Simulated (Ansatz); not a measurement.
# O on W(100): change of the work function

Aim: the work function of W(100) at several coverages of O (hollow site), and the dipole that each adsorbate carries.

Calculated with Ansatz 0.2.0; plane-wave DFT, PBE, Ansatz PAW.

Most raw output is cut from this account.

## 1. The structure

The cell holds 5 atoms: 5 W. Its edges and angles: a = 3.160 Å, b = 3.160 Å, c = 24.320 Å, α = 90.0°, β = 90.0°, γ = 90.0°. Vacuum lies along c.

## 2. The clean slab

The bare slab comes first, as the zero from which every change is counted. The two lowest layers are held at bulk places and the upper ones relax. The dipole correction removes the false field that a one-sided slab makes across the periodic vacuum, so each face gets a flat vacuum level of its own.

input.yaml

```yaml
crystal:
  lattice:
    - [3.16, 0.0, 0.0]
    - [0.0, 3.16, 0.0]
    - [0.0, 0.0, 24.32]
  atoms:
    - { symbol: W, position: [0.0, 0.0, 0.3700657895] }
    - { symbol: W, position: [0.5, 0.5, 0.4350328947] }
    - { symbol: W, position: [0.0, 0.0, 0.5] }
    - { symbol: W, position: [0.5, 0.5, 0.5649671053] }
    - { symbol: W, position: [0.0, 0.0, 0.6299342105] }
kpoints:
  mp_grid: { grid: [12, 12, 1] }
hamiltonian:
  xc: pbe
scf:
  occupations: { method: fermi_dirac, width: 0.1 }
  convergence: { dr2_threshold: 1.0e-08 }
efield:
  axis: 3
  dipole_correction: true
  ramp_position: 0.97
  ramp_width: 0.06
relax:
  f_tol: 0.02
  max_steps: 60
  constraints: [{ sites: [0, 1] }]
output:
  write_potential: true
  write_density: true
  volumetric_format: npy
```

Command:

```console
$ ansatz run input.yaml --threads 4 --pin off --max-ram 6144MiB --backend cpu --events-out ev --progress --plain --runs-dir out
```

Elapsed: 15 s, on 4 threads of AMD EPYC 9R14 (Zen 4), shared host; peak memory 0.71 GiB; 56 s of CPU time.

Relaxation path:

```
step  energy less that of the first step (eV)  largest force component (eV/Å)
   1                                   0.0000                          1.5923
   2                                   0.2389                          2.9711
   3                                  -0.1112                          0.2016
   4                                  -0.1130                          0.0101
```

Relaxation step 2 was tried and not accepted.

The run keeps the 8 symmetry operations that it works with, so distortions that break them were not tested.

The atoms that moved most (Å):

```csv
atom,dx,dy,dz,length
W5,0.000,0.000,-0.086,0.086
W4,0.000,0.000,0.064,0.064
```

The relaxed structure:

```xyz
5
Lattice="3.1600 0.0000 0.0000 0.0000 3.1600 0.0000 0.0000 0.0000 24.3200" Properties=species:S:1:pos:R:3
W     0.0000    0.0000    9.0000
W     1.5800    1.5800   10.5800
W     0.0000    0.0000   12.1592
W     1.5800    1.5800   13.8038
W     0.0000    0.0000   15.2342
```

This step gave:

```yaml
energy_at_zero_smearing: -51918.9390 eV
work_function_upper_face: 4.140 eV
work_function_lower_face: 4.251 eV
dipole_along_the_normal: 0.006111 e·Å
step_between_the_vacuum_levels: -0.1107 eV
```

Running mean over 1.58 Å of the planar mean; the ramp of the sawtooth is left out. Electron's electrostatic potential energy less the Fermi level against z:

```csv
z (Å),electron's electrostatic potential energy less the Fermi level (eV)
3.0,4.25
3.5,4.25
4.0,4.25
4.5,4.25
5.0,4.24
5.5,4.22
6.0,4.16
6.5,3.97
7.0,3.41
7.5,1.68
8.0,-2.58
8.5,-8.00
9.0,-11.3
9.5,-12.2
10.0,-12.4
10.5,-12.5
11.0,-12.6
11.5,-12.7
12.0,-12.6
12.5,-12.2
13.0,-12.0
13.5,-12.4
14.0,-13.4
14.5,-13.9
15.0,-13.0
15.5,-10.2
16.0,-5.21
16.5,-0.0115
17.0,2.77
17.5,3.68
18.0,3.99
18.5,4.09
19.0,4.12
19.5,4.13
20.0,4.14
20.5,4.14
21.0,4.14
```

The relaxation took 4 steps and lowered the energy by 0.11 eV; the largest force on the free atoms ends at 0.010 eV/Å.

The work function of the upper face is 4.14 eV.

## 3. Adsorbate added, k-mesh 6×6×1, coverage 0.25 ML

System of this step: W20O (O/W(100)). The cell holds 21 atoms: 20 W and 1 O. Cell: a = 6.320 Å, b = 6.320 Å, c = 24.957 Å, α = 90.0°, β = 90.0°, γ = 90.0°. Vacuum lies along c.

The clean slab as it ended is repeated in the plane and the adsorbate is set on one face; the cell's size fixes the coverage, and the k-mesh shrinks with it to keep the sampling density about even. Adsorbate and upper layers relax, since the dipole depends on the height.

input.yaml

```yaml
crystal:
  lattice:
    - [6.32, 0.0, 0.0]
    - [0.0, 6.32, 0.0]
    - [0.0, 0.0, 24.9568283374]
  atoms:
    - { symbol: W, position: [0.0, 0.0, 0.3606227473] }
    - { symbol: W, position: [0.25, 0.25, 0.423932074] }
    - { symbol: W, position: [0.0, 0.0, 0.4872080863] }
    - { symbol: W, position: [0.25, 0.25, 0.5531065788] }
    - { symbol: W, position: [0.0, 0.0, 0.6104223713] }
    - { symbol: W, position: [0.0, 0.5, 0.3606227473] }
    - { symbol: W, position: [0.25, 0.75, 0.423932074] }
    - { symbol: W, position: [0.0, 0.5, 0.4872080863] }
    - { symbol: W, position: [0.25, 0.75, 0.5531065788] }
    - { symbol: W, position: [0.0, 0.5, 0.6104223713] }
    - { symbol: W, position: [0.5, 0.0, 0.3606227473] }
    - { symbol: W, position: [0.75, 0.25, 0.423932074] }
    - { symbol: W, position: [0.5, 0.0, 0.4872080863] }
    - { symbol: W, position: [0.75, 0.25, 0.5531065788] }
    - { symbol: W, position: [0.5, 0.0, 0.6104223713] }
    - { symbol: W, position: [0.5, 0.5, 0.3606227473] }
    - { symbol: W, position: [0.75, 0.75, 0.423932074] }
    - { symbol: W, position: [0.5, 0.5, 0.4872080863] }
    - { symbol: W, position: [0.75, 0.75, 0.5531065788] }
    - { symbol: W, position: [0.5, 0.5, 0.6104223713] }
    - { symbol: O, position: [0.25, 0.25, 0.6393772527] }
kpoints:
  mp_grid: { grid: [6, 6, 1] }
hamiltonian:
  xc: pbe
scf:
  occupations: { method: fermi_dirac, width: 0.1 }
  convergence: { dr2_threshold: 1.0e-08 }
efield:
  axis: 3
  dipole_correction: true
  ramp_position: 0.97
  ramp_width: 0.06
relax:
  f_tol: 0.02
  max_steps: 60
  constraints: [{ sites: [0, 1, 5, 6, 10, 11, 15, 16] }]
output:
  dos: { projected: true, e_range: [-8, 4] }
  write_potential: true
  write_density: true
  volumetric_format: npy
  elf: true
```

Run time: 2.1 min. Hardware: 4 threads; peak memory 4.2 GiB; 8.4 min of CPU time.

Relaxation path:

```
step  energy less that of the first step (eV)  largest force component (eV/Å)
   1                                   0.0000                          1.6124
   2                                  -0.0154                          1.0448
   3                                  -0.1040                          0.0870
   4                                  -0.1044                          0.0124
```

The run keeps the 8 symmetry operations that it works with, so distortions that break them were not tested.

The atoms that moved most (Å):

```csv
atom,dx,dy,dz,length
W4,0.000,0.000,-0.085,0.085
O21,0.000,0.000,-0.061,0.061
W20,-0.002,-0.002,0.033,0.033
W5,0.002,0.002,0.033,0.033
W15,-0.002,0.002,0.033,0.033
W10,0.002,-0.002,0.033,0.033
W19,0.000,0.000,0.012,0.012
W18,0.007,0.007,0.004,0.011
```

Final coordinates:

```
W O
1.0
     6.32000    0.00000    0.00000
     0.00000    6.32000    0.00000
     0.00000    0.00000   24.95683
W O
20 1
Direct
  0.00000 0.00000 0.36062
  0.25000 0.25000 0.42393
  0.99888 0.99888 0.48737
  0.25000 0.25000 0.54972
  0.00029 0.00029 0.61173
  0.00000 0.50000 0.36062
  0.25000 0.75000 0.42393
  0.99888 0.50112 0.48737
  0.25000 0.75000 0.55323
  0.00029 0.49971 0.61173
  0.50000 0.00000 0.36062
  0.75000 0.25000 0.42393
  0.50112 0.99888 0.48737
  0.75000 0.25000 0.55323
  0.49971 0.00029 0.61173
  0.50000 0.50000 0.36062
  0.75000 0.75000 0.42393
  0.50112 0.50112 0.48737
  0.75000 0.75000 0.55360
  0.49971 0.49971 0.61173
  0.25000 0.25000 0.63693
```

Numbers from this step:

```yaml
energy_at_zero_smearing: -208244.4591 eV
work_function_upper_face: 3.906 eV
work_function_lower_face: 4.261 eV
dipole_along_the_normal: 0.07846 e·Å
step_between_the_vacuum_levels: -0.3555 eV
```

Running mean over 1.58 Å of the planar mean; the ramp of the sawtooth is left out. Electron's electrostatic potential energy less the Fermi level against z:

```csv
z (Å),electron's electrostatic potential energy less the Fermi level (eV)
3.5,4.26
4.0,4.26
4.5,4.26
5.0,4.25
5.5,4.23
6.0,4.17
6.5,3.98
7.0,3.42
7.5,1.71
8.0,-2.56
8.5,-7.96
9.0,-11.3
9.5,-12.2
10.0,-12.4
10.5,-12.5
11.0,-12.6
11.5,-12.7
12.0,-12.6
12.5,-12.4
13.0,-12.3
13.5,-12.6
14.0,-13.2
14.5,-13.7
15.0,-13.4
15.5,-11.5
16.0,-6.74
16.5,-1.13
17.0,2.29
17.5,3.44
18.0,3.76
18.5,3.86
19.0,3.89
19.5,3.90
20.0,3.90
20.5,3.91
21.0,3.91
21.5,3.91
```

The density of states has structure finer than the step of the table below, so its rows give means over 0.5 eV, whole bins alone (the curve runs from -8 to 1.98 eV). Peaks (eV: height): -3.70: 41.0, -3.13: 47.1, -2.86: 48.5, 0.75: 46.6, 0.90: 44.7, 1.29: 40.6, 1.89: 49.9.

Table of density of states by energy, zero at the Fermi level; means over each step:

| energy (eV) | density of states (states/eV a cell) |
| --- | --- |
| -7.5 | 2.69 |
| -7.0 | 9.63 |
| -6.5 | 4.56 |
| -6.0 | 7.58 |
| -5.5 | 9.88 |
| -5.0 | 13.1 |
| -4.5 | 12.8 |
| -4.0 | 23.1 |
| -3.5 | 17.7 |
| -3.0 | 28.3 |
| -2.5 | 27.0 |
| -2.0 | 23.8 |
| -1.5 | 19.5 |
| -1.0 | 14.0 |
| -0.5 | 20.6 |
| 0.0 | 19.6 |
| 0.5 | 16.9 |
| 1.0 | 25.4 |
| 1.5 | 26.9 |

Projected DOS per atom over height of the atomic layer and energy from the Fermi level. Layers: W4 W4 W4 W4 W4 O from below.

Values in states/eV, 22 rows by 6 columns, each cell a mean:
```
1.54 1.32 1.18 1.17 1.37 0.28
1.76 0.91 1.13 0.89 1.64 0.22
1.28 0.62 0.90 0.62 1.71 0.32
1.41 0.45 0.73 0.37 0.99 0.15
2.05 0.39 0.55 0.30 1.29 0.12
1.95 0.59 0.39 0.48 1.63 0.11
0.96 0.54 0.30 0.51 1.04 0.11
1.10 0.78 0.74 0.78 0.90 0.10
1.32 1.06 1.25 0.96 1.23 0.16
1.46 1.26 1.33 1.07 1.25 0.20
1.14 1.46 1.23 1.36 0.96 0.21
0.60 1.22 1.02 1.46 1.08 0.21
0.56 1.04 0.96 1.33 1.00 0.76
1.21 1.45 1.04 1.03 0.73 0.17
0.45 0.70 0.92 0.67 0.35 0.28
0.29 0.73 1.09 0.75 0.27 0.24
0.21 0.60 0.83 0.65 0.24 0.24
0.21 0.46 0.52 0.52 0.23 0.77
0.10 0.21 0.21 0.25 0.15 1.29
0.09 0.19 0.18 0.30 0.35 3.29
0.04 0.11 0.14 0.22 0.34 2.45
0.02 0.06 0.11 0.10 0.06 0.19
```
Columns: height of the atomic layer (Å) from 9 to 15.9 (not evenly spaced); rows upwards: energy from the Fermi level (eV) from -7.96 to 1.95.

Valence density in the ca plane at fractional y = 0.250, with atoms of W and O within 0.2 Å of it. It is the smooth field of the valence electrons, not physical close to the nuclei.

Ten steps, logarithmic in the rise over the least value, from '0' (0.0 e/Å³) to '9' (6.9 e/Å³), each cell a mean:
```
01223333333333333333332211000000000000000000
01123334554333345554332210000000000000000000
01122347887433357886432110000000000000000000
01122358998533368998432110000000000000000000
01122358998533368998432110000000000000000000
01122347887433357886432110000000000000000000
01123334554333345554332210000000000000000000
01223333333333333333332211000000000000000000
01223333333333333333332211000000000000000000
01223334443333334443333321000000000000000000
01122346776433356775345653100000000000000000
01122358998533468986458974200000000000000000
01122358998533479997569985200000000000000000
01122358998533468986458974200000000000000000
01122346776433356765345653100000000000000000
01223333443333334443333321000000000000000000
01223333333333333333332211000000000000000000
```
Columns run along c (16.0 Å, from fractional 0.30 to 0.94 of the cell), rows up along a (6.3 Å). Atoms in or near the plane, at fractional coordinates: W at (0.42, 0.25), W at (0.55, 0.25), W at (0.42, 0.75), W at (0.55, 0.75), O at (0.64, 0.25).

Electrostatic potential energy in the ca plane at fractional y = 0.250, with atoms of W and O within 0.2 Å of it. With pseudopotentials it is smooth inside the atoms' cores, unlike the true potential.

Values in eV, 9 rows by 16 columns, each cell a mean:
```
  8   6   1  -4   4   3  -5   3   6   8   8   9   9   9   9   9
  9   7 -21 -45  -1 -12 -48  -7   8   9   9   9   9   9   9   9
  9   7 -26 -50  -2 -15 -53 -10   8   9   9   9   9   9   9   9
  8   6  -2 -12   4   1 -13   2   7   8   9   9   9   9   9   9
  7   5   5   3   5   5   3   4   5   8   8   9   9   9   9   9
  8   7  -8 -24   2  -6 -26  -1  -4   7   9   9   9   9   9   9
  9   7 -29 -53  -4 -23 -56 -14 -41   3   9   9   9   9   9   9
  9   7 -14 -34   1 -10 -36  -4 -12   7   9   9   9   9   9   9
  7   5   4   1   5   4   1   4   5   8   8   9   9   9   9   9
```
Columns run along c (16.0 Å, from fractional 0.30 to 0.94 of the cell; values clipped at the 3rd and 97th percentile), rows up along a (6.3 Å). Atoms in or near the plane, at fractional coordinates: W at (0.42, 0.25), W at (0.55, 0.25), W at (0.42, 0.75), W at (0.55, 0.75), O at (0.64, 0.25).

ELF in the ca plane at fractional y = 0.250, with atoms of W and O within 0.2 Å of it. It is the smooth field of the valence electrons, not physical close to the nuclei.

Ten even steps from '0' (0.00) to '9' (0.82), each cell a mean:
```
44455554224555553235655432100000000000000000
34455543333455533333566543210000000000000000
33445436776345337775345433211000000000000000
23344237347324247357234432211000000000000000
23344237447324247357234432211000000000000000
33445436776345337775355433211000000000000000
34455543333455533333566543210000000000000000
44455554224555553235555432100000000000000000
44445554345555554345433221000000000000000000
34445543123555542123323432100000000000000000
33455534664355435653247886300000000000000000
23445337667334257575278899510000000000000000
23444237237324256165287599620000000000000000
23445337667334257675279899510000000000000000
33455534554356435553247886200000000000000000
34445553223555542223323432100000000000000000
44445555445555554445433221000000000000000000
```
Columns run along c (16.0 Å, from fractional 0.30 to 0.94 of the cell), rows up along a (6.3 Å). Atoms in or near the plane, at fractional coordinates: W at (0.42, 0.25), W at (0.55, 0.25), W at (0.42, 0.75), W at (0.55, 0.75), O at (0.64, 0.25).

The relaxation took 4 steps and lowered the energy by 0.10 eV; the largest force on the free atoms ends at 0.012 eV/Å.

By hand: a sheet of dipoles makes a step −p/(ε₀A) in the electron's potential. With e/ε₀ = 180.95 V·Å, p = 0.07846 e·Å and A = 39.94 Å², that is −180.95 × (0.07846) / 39.94 = -0.355 eV, and the two vacuum levels of the run differ by -0.355 eV.

The covered face has 3.91 eV, -0.23 eV against the clean one; the bare back face has moved by +0.01 eV, a measure of how thin the slab is.

## 4. Adsorbate added, k-mesh 12×12×1, coverage 1 ML

System of this step: W5O (O/W(100)). The cell holds 6 atoms: 5 W and 1 O. Its edges and angles: a = 3.160 Å, b = 3.160 Å, c = 24.957 Å, α = 90.0°, β = 90.0°, γ = 90.0°. Vacuum lies along c.

Another coverage, to see how the dipoles act on each other as their distance changes.

input.yaml, the sections that differ from step 3:

```yaml
crystal:
  lattice:
    - [3.16, 0.0, 0.0]
    - [0.0, 3.16, 0.0]
    - [0.0, 0.0, 24.9568283374]
  atoms:
    - { symbol: W, position: [0.0, 0.0, 0.3606227473] }
    - { symbol: W, position: [0.5, 0.5, 0.423932074] }
    - { symbol: W, position: [0.0, 0.0, 0.4872080863] }
    - { symbol: W, position: [0.5, 0.5, 0.5531065788] }
    - { symbol: W, position: [0.0, 0.0, 0.6104223713] }
    - { symbol: O, position: [0.5, 0.5, 0.6393772527] }
kpoints:
  mp_grid: { grid: [12, 12, 1] }
relax:
  f_tol: 0.02
  max_steps: 60
  constraints: [{ sites: [0, 1] }]
output:
  write_potential: true
  write_density: true
  volumetric_format: npy
# hamiltonian, scf, efield: as in step 3
```

Wall time 20 s (4 threads); peak memory 0.75 GiB.

Relaxation path:

```
step  energy less that of the first step (eV)  largest force component (eV/Å)
   1                                   0.0000                          1.5831
   2                                  -0.0352                          0.6466
   3                                  -0.0641                          0.1396
   4                                  -0.0665                          0.0207
   5                                  -0.0665                          0.0007
```

Forces are held to the 8 operations that the run works with; a distortion that breaks them can't arise in this run.

The atoms that moved most (Å):

```csv
atom,dx,dy,dz,length
O6,0.000,0.000,0.072,0.072
W5,0.000,0.000,0.057,0.057
W4,0.000,0.000,-0.034,0.034
W3,0.000,0.000,0.019,0.019
```

Final coordinates:

```xyz
6
Lattice="3.1600 0.0000 0.0000 0.0000 3.1600 0.0000 0.0000 0.0000 24.9568" Properties=species:S:1:pos:R:3
W     0.0000    0.0000    9.0000
W     1.5800    1.5800   10.5800
W     0.0000    0.0000   12.1785
W     1.5800    1.5800   13.7697
W     0.0000    0.0000   15.2914
O     1.5800    1.5800   16.0292
```

Numbers from this step:

* energy at zero smearing: -52486.4954 eV
* work function, upper face: 3.763 eV
* work function, lower face: 4.252 eV
* dipole along the normal: 0.02698 e·Å
* step between the vacuum levels: -0.4890 eV

Running mean over 1.58 Å of the planar mean; the ramp of the sawtooth is left out. The electron's electrostatic potential energy less the Fermi level by z:

z (Å), electron's electrostatic potential energy less the Fermi level (eV) and a bar from the least value:
```
      3.5        4.3 ##############################
      4.0        4.3 ##############################
      4.5        4.2 ##############################
      5.0        4.2 ##############################
      5.5        4.2 ##############################
      6.0        4.2 ##############################
      6.5        4.0 ##############################
      7.0        3.4 #############################
      7.5        1.7 ##########################
      8.0       -2.6 ###################
      8.5       -8.0 ###########
      9.0      -11.3 #####
      9.5      -12.1 ####
     10.0      -12.4 ####
     10.5      -12.5 ####
     11.0      -12.5 ###
     11.5      -12.6 ###
     12.0      -12.7 ###
     12.5      -12.8 ###
     13.0      -12.8 ###
     13.5      -12.9 ###
     14.0      -13.4 ##
     14.5      -13.9 #
     15.0      -14.7 
     15.5      -14.7 
     16.0      -10.6 #######
     16.5       -4.2 #################
     17.0        1.1 #########################
     17.5        3.3 ############################
     18.0        3.7 #############################
     18.5        3.7 #############################
     19.0        3.8 #############################
     19.5        3.8 #############################
     20.0        3.8 #############################
     20.5        3.8 #############################
     21.0        3.8 #############################
     21.5        3.8 #############################
```

The relaxation took 5 steps and lowered the energy by 0.067 eV; the largest force on the free atoms ends at 6.9e-4 eV/Å.

The covered face has 3.76 eV, -0.38 eV against the clean one; the bare back face has moved by +0.00 eV, a measure of how thin the slab is.

## 5. Work function against coverage

This step: plane-wave DFT, PBE, Ansatz PAW; work function against coverage (Ansatz 0.2.0).

The runs are now put side by side.

Numbers from this step:

* work function of the clean face: 4.140 eV
* largest change of the work function: -0.3770 eV

The work function of the covered face by coverage:

```csv
coverage (adsorbates/nm²),work function of the covered face (eV)
0.00,4.14
2.50,3.91
10.01,3.76
```

The dipole per adsorbate comes from the change of the cell's dipole. Coverage, by row:

```
coverage (1/nm²)  coverage (ML)  work function (eV)  change (eV)  dipole per adsorbate, positive end outwards (debye)  mean height of the added atoms over the highest substrate atom (Å)
           2.504           0.25               3.906      -0.2344                                                0.259                                                              0.6289
           10.01              1               3.763       -0.377                                                  0.1                                                              0.7379
```

## 6. Summary of results

* work function of the clean face: 4.14 eV
* work function at 0.25 ML: 3.91 eV
* work function at 1 ML: 3.76 eV
* dipole per adsorbate at 0.25 ML, positive end outwards: 0.26 D

What this shows: O lowers the work function of W(100) at the lowest coverage, by 0.23 eV: the adsorbate layer has its positive end outwards. An electronegative adsorbate that lowers the work function shows that charge transfer alone doesn't fix the sign: the pushed-back electron tail of the metal and the adsorbate's own polarisation count too. The slab has 5 layers, at the tabulated experimental lattice constant, one starting site was run, and quantum-size effects of a slab this thin can reach one or two tenths of an eV.

[Logs are printed without paths, hosts, clocks, repeated set-up lines and the standing remarks that a program may print on its own settings, such as how far it seeks lower states.]

[Hosts, paths, dates, database ids (printed as entryN), source tags and the programs' standing remarks are cut or masked in the printed files.]

[Maps of the electrostatic potential energy from Ansatz leave out the sawtooth potential of an applied field or a dipole correction, so their vacuum need not be flat; planar profiles and work functions include it.]

[The density of states shown here was stored with 400 of the rows of the run's finer table, so its peaks can read low, often by over a quarter, or be missed, and its means over a window can be off by a tenth or more.]
